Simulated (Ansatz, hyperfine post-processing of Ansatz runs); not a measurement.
# Reading the 7Li spectrum of LiTiV2CrO10

Calculated values: DFT, r2SCAN, plane-wave PAW, default files (PAW set soft_2), collinear spin, scalar-relativistic (Ansatz), contact and point-dipole shifts scaled to 298 K with Θ = 0 K (a pure Curie law); spin-only moments, above the ordering temperature.

```cif
data_structure
_symmetry_space_group_name_H-M 'P 1'
_symmetry_Int_Tables_number 1
_cell_length_a 6.5612
_cell_length_b 6.5612
_cell_length_c 5.2810
_cell_angle_alpha 90.000
_cell_angle_beta 90.000
_cell_angle_gamma 90.000
_cell_volume 227.34
loop_
_atom_site_label
_atom_site_type_symbol
_atom_site_fract_x
_atom_site_fract_y
_atom_site_fract_z
_atom_site_occupancy
Cr1 Cr 0.00000 0.00000 0.50000 1
V2 V 0.50000 0.00000 0.39610 1
V3 V 0.00000 0.50000 0.60390 1
Ti4 Ti 0.50000 0.50000 0.50000 1
O5 O 0.73335 0.50000 0.69034 1
O6 O 0.50000 0.00000 0.69494 1
O7 O 0.50000 0.73335 0.30966 1
O8 O 0.50000 0.26665 0.30966 1
O9 O 0.26665 0.50000 0.69034 1
O10 O 0.20404 0.00000 0.30334 1
O11 O 0.00000 0.20404 0.69666 1
O12 O 0.00000 0.79596 0.69666 1
O13 O 0.00000 0.50000 0.30506 1
O14 O 0.79596 0.00000 0.30334 1
Li15 Li 0.00000 0.00000 0.00000 1
```

7Li MAS at 11.7 T (193.6 MHz), 60 kHz, 298 K; contact and dipolar shift alone, no orbital or quadrupolar part; lines under 1.5 % of the strongest are left out. Lines of the NMR spectrum (strongest = 100):

| position (ppm) | intensity |
| --- | --- |
| -17.7 | 18 |
| 292.2 | 100 |
| 602.1 | 12 |
| 912.0 | 4.0 |

**Question.** Which lines are isotropic ones rather than spinning sidebands, and which Li atoms give them?

Sidebands are spaced by 310 ppm (the spinning rate over the resonance of 193.6 MHz). An isotropic line need not be the tallest: it is the area-weighted centre of its own family of sidebands, and the one that stays put when the rate is changed. Isotropic shifts: 292 ppm for atom 15 (2 Cr through links of 88° (4)), reduced anisotropy 441 ppm.

[Logs are printed without paths, hosts, clocks, repeated set-up lines and the standing remarks that a program may print on its own settings, such as how far it seeks lower states.]

[Hosts, paths, dates, database ids (printed as entryN), source tags and the programs' standing remarks are cut or masked in the printed files.]
